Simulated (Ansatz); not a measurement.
# amorphous C: which shell does photoemission see at 21.2 and 1486.7 eV? (PBEsol, PAW set soft_1)

The valence band of amorphous C mixes several shells. Work out by hand which one leads the spectrum's area at each photon energy.

Filled states come from the projected DOS of Ansatz 0.2.0 (PBEsol, plane waves); cross sections σ and asymmetry parameters β are those of free atoms in a Dirac–Hartree–Slater calculation. A shell's area is states × σ × angular factor, which is 1 + β·P₂(cos θ) for linear light, with θ = 0° from the polarisation and P₂ = 1.000.

**At 21.2 eV** (states counted from 11.2 eV below the zero; other shells add 0 to the products' sum of 571):

```
shell  filled states a cell  cross section (Mb an electron)     β  angular factor  product  share by hand (%)  share in the simulated spectrum (%)
 C 2s                  9.66                           0.584  2.00            3.00     16.9                  3                                    3
 C 2p                 87.08                            2.74  1.32            2.33      554                 97                                   97
```

**At 1486.7 eV** (states counted from 22.6 eV below the zero; other shells add 0 to the products' sum of 0.0343):

| shell | filled states a cell | cross section (Mb an electron) | β | angular factor | product | share by hand (%) | share in the simulated spectrum (%) |
| --- | --- | --- | --- | --- | --- | --- | --- |
| C 2s | 34.88 | 0.000314 | 2.00 | 3.00 | 0.0328 | 96 | 96 |
| C 2p | 108.34 | 9.78e-06 | 0.34 | 1.34 | 0.00142 | 4 | 4 |

C 2p leads at 21.2 eV and C 2s at 1486.7 eV. Between the two energies σ of C 2p changes by a factor 3.6e-6 and that of C 2s by 5.4e-4, so their ratio moves 150-fold in favour of the second. The simulated spectrum uses the same rule on the energy-resolved DOS, so the two share columns agree within a few points.

Only crystals where the two columns agree within 4 points and the lead is clear are worked in this form. Free-atom cross sections ignore the solid's final states, no escape depth or background enters, and the count of states a shell hangs on the projection.

[Logs are printed without paths, hosts, clocks, repeated set-up lines and the standing remarks that a program may print on its own settings, such as how far it seeks lower states.]
